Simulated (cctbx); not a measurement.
# Which space group?

Cell: a = 5.6710 Å, b = 5.6710 Å, c = 10.2030 Å, α = 90.00°, β = 90.00°, γ = 90.00°. Expected content of the cell: Bi8 Sn4 B8.

The data are simulated with cctbx, not measured: Ag Kα, λ = 0.56087 Å, to d = 0.65 Å, 95 % of the full sphere, strongest reflection 70000 counts, noise from counting, a 6 % proportional error and a noise floor of 15 counts (s.d.); no absorption.

Tests on the unmerged data give:

```text
4738 reflections to d = 0.651 A
centring   violations  <I/sigma> of those
    A       1729 of  2369      9.7
    B       1727 of  2368      9.7
    C       1706 of  2373      9.4
    I       1592 of  2395      9.0
    R       2302 of  3164      9.6
    F       2581 of  3555      9.6
Laue class    unique    Rint  (classes that these axes allow; Friedel mates merged)
P -1             2485   0.036
P 1 2/m 1        1357   0.042
P 1 1 2/m        1315   0.043
P 2/m 1 1        1356   0.043
P m m m           768   0.046
P 4/m             665   0.047
P 4/m m m         427   0.048
space group    extra absences  I>4sigma  <I/sigma>
P 4 2 2                 0          0         -  acentric
P 4 21 2               15          0      -0.2  acentric
P 42 2 2               15          0      -0.3  acentric
P 42 21 2              30          0      -0.3  acentric
P 4 m m                 0          0         -  acentric
P 42 n m              396          0      -0.0  acentric
P -4 2 m                0          0         -  acentric
P -4 21 m              15          0      -0.2  acentric
P -4 m 2                0          0         -  acentric
P -4 n 2              396          0      -0.0  acentric
P 4/m m m               0          0         -  centric
P 42/m n m            396          0      -0.0  centric
Wilson B = 0.88 A^2   <|E^2-1|> = 0.995 (0.968 centric, 0.736 acentric)   E^2>4: 4.3 %
shell (A)         n   <I/sigma>
10.20 - 1.30     69     26.4
 1.30 - 1.03     58     31.0
 1.03 - 0.90     50     27.9
 0.90 - 0.82     51     28.3
 0.82 - 0.76     54     31.3
 0.76 - 0.72     48     29.6
 0.72 - 0.68     47     31.7
 0.68 - 0.65     50     27.9
```

**Question.** What are the lattice type, the Laue class and the likely space group?

Every centring test has many violations, so the lattice is primitive.

Rint stays low (0.036 to 0.048) up to P 4/m m m, the highest class in these axes.

12 settings pass the absence test. The most absences obeyed, 396, belong to P 42 n m, P -4 n 2 and P 42/m n m, which absences can't tell apart.

⟨|E²−1|⟩ = 0.995 leans to a centrosymmetric structure. The Wilson B of 0.88 Å² means U ≈ 0.0111 Å².

The true group is P4_2/mnm (no. 136), Laue class 4/mmm, centrosymmetric. The tables only narrow the choice to the tied entries; cell content, site symmetry and trial solutions must settle it.

The model is made up (kin elements in a known structure type, no relaxation), so it says nothing on whether the phase exists.

[Logs are printed without paths, hosts, clocks, repeated set-up lines and the standing remarks that a program may print on its own settings, such as how far it seeks lower states.]
